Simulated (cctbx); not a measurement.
# Which space group?

Cell: a = 13.1650 Å, b = 13.1650 Å, c = 4.1940 Å, α = 90.00°, β = 90.00°, γ = 120.00°. Expected content of the cell: Pt9 La5 Zr3 As12 Ni7.

The data are simulated with cctbx, not measured: Ga Kα, λ = 1.3414 Å, to d = 0.83 Å, 70 % of the full sphere, strongest reflection 40000 counts, noise from counting, a 3 % proportional error and a noise floor of 2 counts (s.d.); no absorption.

A first pass over the reflections prints:

```text
3232 reflections to d = 0.831 A
centring   violations  <I/sigma> of those
    A       1506 of  1616     15.1
    B       1505 of  1614     15.2
    C       1521 of  1620     15.4
    I       1509 of  1618     15.1
    R       2033 of  2159     15.5
    F       2266 of  2425     15.2
Laue class    unique    Rint  (classes that these axes allow; Friedel mates merged)
P -1             2074   0.052
P 1 1 2/m        1278   0.052
P -3              763   0.054
P -3 1 m          418   0.056
P -3 m 1          438   0.056
P 6/m             439   0.056
P 6/m m m         266   0.057
space group    extra absences  I>4sigma  <I/sigma>
P 6 2 2                 0          0         -  acentric
P 6 m m                 0          0         -  acentric
P -6 m 2                0          0         -  acentric
P -6 2 m                0          0         -  acentric
P 6/m m m               0          0         -  centric
Wilson B = 1.26 A^2   <|E^2-1|> = 0.755 (0.968 centric, 0.736 acentric)   E^2>4: 0.0 %
shell (A)         n   <I/sigma>
11.40 - 1.66     45     38.3
 1.66 - 1.32     35     43.2
 1.32 - 1.15     34     45.5
 1.15 - 1.05     30     39.2
 1.05 - 0.97     33     39.0
 0.97 - 0.91     32     37.7
 0.91 - 0.87     28     33.6
 0.87 - 0.83     29     32.6
```

Q: Read the symmetry from these tables.

Every centring test has many violations, so the lattice is primitive.

Rint stays low (0.052 to 0.057) up to P 6/m m m, the highest class in these axes.

5 settings pass the absence test. No glide or screw absences show, which leaves P 6 2 2, P 6 m m, P -6 m 2, P -6 2 m and P 6/m m m.

⟨|E²−1|⟩ = 0.755 leans to a non-centrosymmetric structure. The Wilson B of 1.26 Å² means U ≈ 0.0160 Å².

The true group is P-62m (no. 189), Laue class 6/mmm, non-centrosymmetric. The tables only narrow the choice to the tied entries; cell content, site symmetry and trial solutions must settle it.

The model is made up (kin elements in a known structure type, no relaxation), so it says nothing on whether the phase exists.

[Logs are printed without paths, hosts, clocks, repeated set-up lines and the standing remarks that a program may print on its own settings, such as how far it seeks lower states.]
